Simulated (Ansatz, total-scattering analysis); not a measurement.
## From S(Q) to neighbour shells

The sample: CaSiO3 (Ca 20.0, Si 20.0, O 60.0 atom %) at 2200 K, fixed volume (mean pressure -1.1 GPa), ρ₀ = 0.0608 Å⁻³. The data come from ab initio molecular dynamics with Ansatz (PBE, plane waves, PAW set soft_1, Langevin thermostat, no spin, fixed volume). The average runs over 0.64 ps of 70 atoms, so shells between rare elements are rough. Mean temperature 2121 K, largest m.s.d. 1.62 Å², energy drift -20 meV an atom (last third less first, no steady trend), Langevin friction 10 ps⁻¹; the first quarter of the run is discarded. Preparation: last frame of a classical run of this cell, a melt, rescaled to the set density, then 0.3 ps at 2420 K with a cheaper basis and a friction of 10 ps⁻¹ (mean temperature of the first stage 2388 K), too short to forget the start in full. So short a stretch relaxes bonds and nearest shells but still remembers its start. It is a liquid as far as so short a run tells.

S(Q) is the Faber–Ziman total, Σ ci cj fi fj (Sij − 1)/⟨f⟩² + 1. Below 4 Å⁻¹ the partials are summed on the cell's own reciprocal vectors (from 0.60 Å⁻¹) and folded with a Gaussian of σ = 0.13 Å⁻¹; above it they are transforms of g(r) out to 7.1 Å, tapered over the last 40 %. The fold lowers sharp peaks, and with so few vectors their positions are good to about 0.1 Å⁻¹. X-rays take neutral-atom form factors, neutrons coherent lengths (Ca 4.7, Si 4.15071, O 5.8037 fm). G(r) = 4πrρ₀[g(r) − 1] carries the resolution of a Lorch-windowed transform up to 20 Å⁻¹. The patterns are simulated, not measured. The cell is small: beyond half the box only the part of each shell inside it is counted, and low-Q values rest on few vectors.

```tsv
Q (Å⁻¹)	X-ray	neutron
0.6	0.01	0.22
0.9	0.13	0.32
1.2	0.39	0.62
1.5	0.52	0.60
1.8	0.84	0.65
2.1	1.10	0.70
2.4	0.88	0.81
2.7	0.76	1.02
3.0	0.83	1.09
3.3	0.97	0.99
3.6	1.00	0.91
3.9	1.06	0.93
4.2	1.09	0.96
4.5	1.08	1.03
4.8	1.05	1.13
5.1	1.06	1.21
5.4	1.06	1.16
5.7	1.03	1.03
6.0	0.98	0.91
6.3	0.94	0.86
6.6	0.92	0.86
6.9	0.92	0.91
7.2	0.94	0.97
7.5	0.99	1.03
7.8	1.03	1.06
8.1	1.05	1.06
8.4	1.05	1.04
8.7	1.05	1.04
9.0	1.05	1.03
9.3	1.02	1.02
9.6	0.99	1.00
9.9	0.96	0.98
10.2	0.96	0.96
10.5	0.96	0.95
10.8	0.97	0.95
11.1	0.99	0.97
11.4	1.01	1.00
11.7	1.02	1.03
12.0	1.02	1.04
```

G(r):

| r (Å) | X-ray | neutron |
| --- | --- | --- |
| 1.0 | -0.78 | -0.76 |
| 1.1 | -0.85 | -0.82 |
| 1.2 | -0.92 | -0.91 |
| 1.3 | -0.95 | -0.99 |
| 1.4 | -0.70 | -0.75 |
| 1.5 | -0.04 | 0.02 |
| 1.6 | 0.65 | 0.86 |
| 1.7 | 0.75 | 0.97 |
| 1.8 | 0.14 | 0.20 |
| 1.9 | -0.54 | -0.66 |
| 2.0 | -0.79 | -0.98 |
| 2.1 | -0.67 | -0.88 |
| 2.2 | -0.43 | -0.65 |
| 2.3 | -0.27 | -0.39 |
| 2.4 | -0.21 | -0.04 |
| 2.5 | -0.23 | 0.39 |
| 2.6 | -0.27 | 0.79 |
| 2.7 | -0.31 | 0.97 |
| 2.8 | -0.33 | 0.80 |
| 2.9 | -0.30 | 0.40 |
| 3.0 | -0.23 | -0.03 |
| 3.1 | -0.13 | -0.33 |
| 3.2 | -0.02 | -0.44 |
| 3.3 | 0.13 | -0.42 |
| 3.4 | 0.30 | -0.35 |
| 3.5 | 0.43 | -0.27 |
| 3.6 | 0.45 | -0.20 |
| 3.7 | 0.40 | -0.14 |
| 3.8 | 0.33 | -0.10 |
| 3.9 | 0.29 | -0.05 |
| 4.0 | 0.26 | -0.02 |
| 4.1 | 0.22 | -0.01 |
| 4.2 | 0.18 | -0.02 |
| 4.3 | 0.14 | -0.02 |
| 4.4 | 0.08 | 0.00 |
| 4.5 | 0.01 | 0.03 |
| 4.6 | -0.04 | 0.04 |
| 4.7 | -0.07 | 0.07 |
| 4.8 | -0.06 | 0.15 |
| 4.9 | -0.02 | 0.26 |
| 5.0 | -0.03 | 0.32 |
| 5.1 | -0.10 | 0.29 |
| 5.2 | -0.20 | 0.21 |
| 5.3 | -0.24 | 0.13 |
| 5.4 | -0.21 | 0.05 |
| 5.5 | -0.14 | -0.02 |
| 5.6 | -0.05 | -0.06 |
| 5.7 | 0.04 | -0.09 |
| 5.8 | 0.08 | -0.12 |
| 5.9 | 0.12 | -0.13 |
| 6.0 | 0.20 | -0.09 |

**Question.** Which pairs make the maxima of G(r) below 4.5 Å, and what can the data say of the number of neighbours?

Each pair enters with the weight ci cj fi fj (2 − δij)/⟨f⟩², taking f = Z for X-rays at Q = 0: O–O 0.17 / 0.44; Ca–O 0.29 / 0.24; Si–O 0.20 / 0.21; Ca–Si 0.17 / 0.06; Ca–Ca 0.12 / 0.03; Si–Si 0.06 / 0.02 (X-ray / neutron).

| radiation | maximum (Å) | G (Å⁻²) | pairs that make it (share of the curvature of G, each pair at the same resolution) |
| --- | --- | --- | --- |
| X-ray | 1.66 | 0.81 | Si–O 100 % |
| X-ray | 2.42 | -0.21 | Ca–O 99 % |
| X-ray | 3.57 | 0.45 | Ca–Si 73 %, Ca–Ca 24 % |
| neutron | 1.66 | 1.05 | Si–O 100 % |
| neutron | 2.70 | 0.97 | O–O 99 % |

The first neutron peak is mostly one pair, so its area estimates the neighbours: ∫ r [G + 4πρ₀r] dr from 1.19 to 2.03 Å is 1.45, and times c(O)/weight = 0.600/0.210 gives 4.1 O around each Si; the count from the coordinates is 4.00.

From the coordinates:

| pair | first peak (Å) | g there | first minimum (Å) | g there | neighbours |
| --- | --- | --- | --- | --- | --- |
| Si–O | 1.64 | 12.8 | 2.42 | 0.02 | 4.0 O per Si, 1.3 Si per O |
| Ca–O | 2.32 | 2.9 | 3.22 | 0.59 | 5.4 O per Ca, 1.8 Ca per O |
| O–O | 2.70 | 2.8 | 3.40 | 0.78 | 5.9 |
| Si–Si | 3.22 | 2.8 | 3.76 | 0.30 | 2.1 |
| Ca–Si | 3.50 | 3.0 | 4.48 | 0.50 | 5.4 Si per Ca, 5.4 Ca per Si |
| Ca–Ca | 3.94 | 1.9 | 5.08 | 0.71 | 5.7 |

Bonded neighbours (only these pairs count: cutoffs Ca–O 3.22 Å, Si–O 2.42 Å): Ca: 3 2.9 %, 4 12 %, 5 37 %, 6 37 %, 7 11 %; Si: 4 100 %, 5 0.5 %; O: 2 11 %, 3 65 %, 4 24 %. For Ca–O g doesn't fall to zero at the cutoff, so those shares hang on where it is put. Bridging oxygens per network former of four or fewer bonds: Si: Q1 29 %, Q2 43 %, Q3 28 %, Q4 0.5 %. Oxygen by network formers bound (Si, B, P, Ge and Al count): one 66 %, two 34 %. O–Si–O peak at 106°, Si–O–Si peak at 136° and O–Ca–O peak at 88°. These counts come from 15 frames.

Anions around each cation, with the position of the first peak: Ca 5.4 (Ca–O 2.32 Å, to 3.22 Å, a soft count) and Si 4.0 (Si–O 1.64 Å, to 2.42 Å). The weights that differ most between the probes (X-ray, neutron): O–O 0.17 and 0.44, Ca–Si 0.17 and 0.06 and Ca–Ca 0.12 and 0.03.

[Logs are printed without paths, hosts, clocks, repeated set-up lines and the standing remarks that a program may print on its own settings, such as how far it seeks lower states.]
